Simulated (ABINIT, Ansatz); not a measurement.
An input for ABINIT 10.8.3 (Na3OBr (Pm-3m)):

```
acell 3*1.0 Angstrom
rprim 
  4.533130000000 0.000000000000 0.000000000000
  0.000000000000 4.533130000000 0.000000000000
  0.000000000000 0.000000000000 4.533130000000
ntypat 3
znucl 11 35 8
natom 5
typat 1 1 1 2 3
xred 
  0.000000000000 0.500000000000 0.500000000000
  0.500000000000 0.000000000000 0.500000000000
  0.500000000000 0.500000000000 0.000000000000
  0.000000000000 0.000000000000 0.000000000000
  0.500000000000 0.500000000000 0.500000000000
pp_dirpath "pseudos"
pseudos "Na.upf, Br.upf, O.upf"
ecut 38
ngkpt 2 2 2
nshiftk 1
shiftk 0 0 0
kptopt 1
chksymbreak 0
iscf -2
irdden 1
istwfk *1
nband 187
nbdbuf 16
tolwfr 1e-09
nstep 60
prtvol 0
indata_prefix "in"
outdata_prefix "out"
tmpdata_prefix "tmp"
```

```sh
OMP_NUM_THREADS=1 mpirun -n 4 abinit run.abi > log
```

**Question.** Estimate wall time and host memory on 4 MPI ranks of Arm Neoverse V1, shared host.

It took 53 s; on shared hardware allow 27 s to 1.8 min. Peak host memory was 0.42 GiB.

[Paths, hosts, dates, memory and timing lines, banners, echoed tables and standing remarks are left out of the program output.]

[Logs are printed without paths, hosts, clocks, repeated set-up lines and the standing remarks that a program may print on its own settings, such as how far it seeks lower states.]

[Runs of the session that timed out or met a known fault of the program may be left out.]

[Hosts, paths, dates, database ids (printed as entryN), source tags and the programs' standing remarks are cut or masked in the printed files.]

[G0W0 gaps are taken among the corrected bands and points alone; a level outside them can change the order at an edge.]

[Where Ansatz stands beside ABINIT at settings called matched, ABINIT's density can come from a denser mesh and the files from another edition; pairs whose starting gaps differed by over 0.03 eV were left out, so agreement reads better than it is.]
